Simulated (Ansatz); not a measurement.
**SiC (P6_3mc): refractive index against wavelength**

The refractive index of SiC (P6_3mc) along x below the direct gap (4.08 eV on the mesh) is read from one computed spectrum, n = √(Re ε). x, y and z are the Cartesian axes of the input cell.

Symmetry: P6_3mc, No. 186, hexagonal system. Conventional cell: a = 3.076 Å, b = 3.076 Å, c = 5.048 Å, α = 90.00°, β = 90.00°, γ = 120.00°. Si on site b is surrounded by 4 C at 1.87 to 1.94 Å. C on site b has 4 Si at 1.87 to 1.94 Å as nearest neighbours.

Method: Ansatz 0.2.0, PBE, independent particles, k-mesh 12×12×6 with interpolation inside its cells, Gaussian parameter 0.1 eV.

Launch of the response step: `ansatz run input.yaml --threads 4 --pin off --max-ram 8192MiB --backend cpu --events-out ev --progress --plain --runs-dir out`. The run took 11 s, on 4 threads of Intel(R) Xeon(R) Platinum 8559C (Emerald Rapids) (shared host).

| wavelength (nm) | photon energy E (eV) | n |
| --- | --- | --- |
| 1310 | 0.946 | 2.6851 |
| 1064 | 1.165 | 2.6953 |
| 850 | 1.459 | ? |
| 700 | 1.771 | 2.7362 |
| 633 | 1.959 | 2.7530 |
| 532 | 2.331 | 2.7933 |
| 450 | 2.755 | 2.8525 |

In the single-oscillator model n² − 1 = E₀E_d/(E₀² − E²), so 1/(n² − 1) = E₀/E_d − E²/(E₀E_d) is linear in E².

Working, on the rows shown:

| x = E² (eV²) | y = 1/(n² − 1) |
| --- | --- |
| 0.895757 | 0.161037 |
| 1.35784 | 0.159626 |
| 3.13716 | 0.154159 |
| 3.83641 | 0.151999 |
| 5.43137 | 0.147004 |
| 7.59115 | 0.14012 |

Means: x̄ = 3.7083, ȳ = 0.15232. Σ(x − x̄)(y − ȳ) = -0.09931, Σ(x − x̄)² = 31.82. Slope = -0.09931 / 31.82 = -0.003121; intercept = ȳ − slope · x̄ = 0.1639. Turned back into n, the line misses the rows shown by at most 0.00078.

Task: Predict the last column of the withheld row from the fit.

Result: At x = 2.1276 the line gives y = 0.15726, that is 2.7128. The run gave 2.7127, so the interpolation is off by 5.1e-05, 0.0 % of the range in the table.

Refitted with all rows, the slope is -0.003121 and the intercept 0.1639. These give E₀ = √(intercept/−slope) = 7.25 eV and E_d = E₀/intercept = 44.2 eV; E₀ is 1.8 times the direct gap. The electronic limit at long wavelengths, without lattice vibrations, is n = √(1 + 1/intercept) = 2.665. Excitons are left out and so are local fields; PBE gaps are as a rule too small.
